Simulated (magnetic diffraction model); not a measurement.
# TbNbGa: what an assumed order does to the neutron pattern

Space group Pnma (no. 62), a = 7.2430 Å, b = 4.3230 Å, c = 7.8520 Å.

| site | atom | x | y | z |
| --- | --- | --- | --- | --- |
| 4c | Tb | 0.9818 | 3/4 | 0.7012 |
| 4c | Nb | 0.8068 | 3/4 | 0.0936 |
| 4c | Ga | 0.8038 | 1/4 | 0.9223 |

The compound is invented for this exercise: a known structure type with other elements, its cell scaled to their sizes and not relaxed.

Only Tb is taken to order (form factors of Tb3+); orders and moment sizes are assumed, and not adapted to the symmetry. Radiation: neutrons of λ = 2.41 Å, 3° to 55°; isotropic B of 0.21 Å² (Tb), 0.2 Å² (Nb) and 0.23 Å² (Ga). Simulated constant-wavelength pattern: nuclear and magnetic terms add, the magnetic one as |2.695 fm × Σ f S⊥ exp(2πi Q·r) exp(−B s²)|², summed over all Q at one angle with the factor 1/(sin²θ cos θ). For collinear order S is the moment m, which repeats by lattice and centring translations R with the sign exp(−2πi k·R). Free-ion form factors, Sears's scattering lengths of 1992, no absorption; a label names one of the reflections at its angle. The strongest nuclear line in the range is 100, and lines under 0.2 are left out.

Assume the order k = (1/2 1/2 1/2), collinear moments along [110], 5.8 μB on Tb; signs + at (0.9818, 3/4, 0.7012), + at (0.0182, 1/4, 0.2988), − at (0.4818, 3/4, 0.7988), − at (0.5182, 1/4, 0.2012).

Q: Where does magnetic intensity appear, and how strong is it?

```csv
2θ (°),index,nuclear,magnetic
20.68,(1/2 1/2 1/2),0.0,154.6
26.16,(1 0 1),4.8,0.0
32.72,(1/2 1/2 3/2),0.0,73.2
34.43,(3/2 1/2 1/2),0.0,34.6
38.87,(2 0 0),4.3,0.0
40.87,(1 0 2),0.4,0.0
42.09,(1 1 1),0.7,0.0
42.99,(2 0 1),0.7,0.0
43.06,(3/2 1/2 3/2),0.0,26.2
49.24,(1/2 1/2 -5/2),0.0,32.9
51.34,(1/2 3/2 1/2),0.0,22.9
51.45,(2 1 0),1.1,0.0
52.89,(5/2 1/2 1/2),0.0,11.0
53.07,(1 1 2),48.9,0.0
53.83,(2 0 2),40.9,0.0
54.83,(2 1 1),100.0,0.0
```

The strongest magnetic line in the range is (1/2 1/2 1/2) at 20.68° (154.6). On top of the Lorentz factor, which all lines share, magnetic lines fade with angle because f falls: for Tb3+ it is 0.95, 0.82, 0.66 and 0.36 at sin θ/λ = 0.1, 0.2, 0.3 and 0.5 Å⁻¹, while nuclear lengths stay constant. The order has no net moment.

[Logs are printed without paths, hosts, clocks, repeated set-up lines and the standing remarks that a program may print on its own settings, such as how far it seeks lower states.]
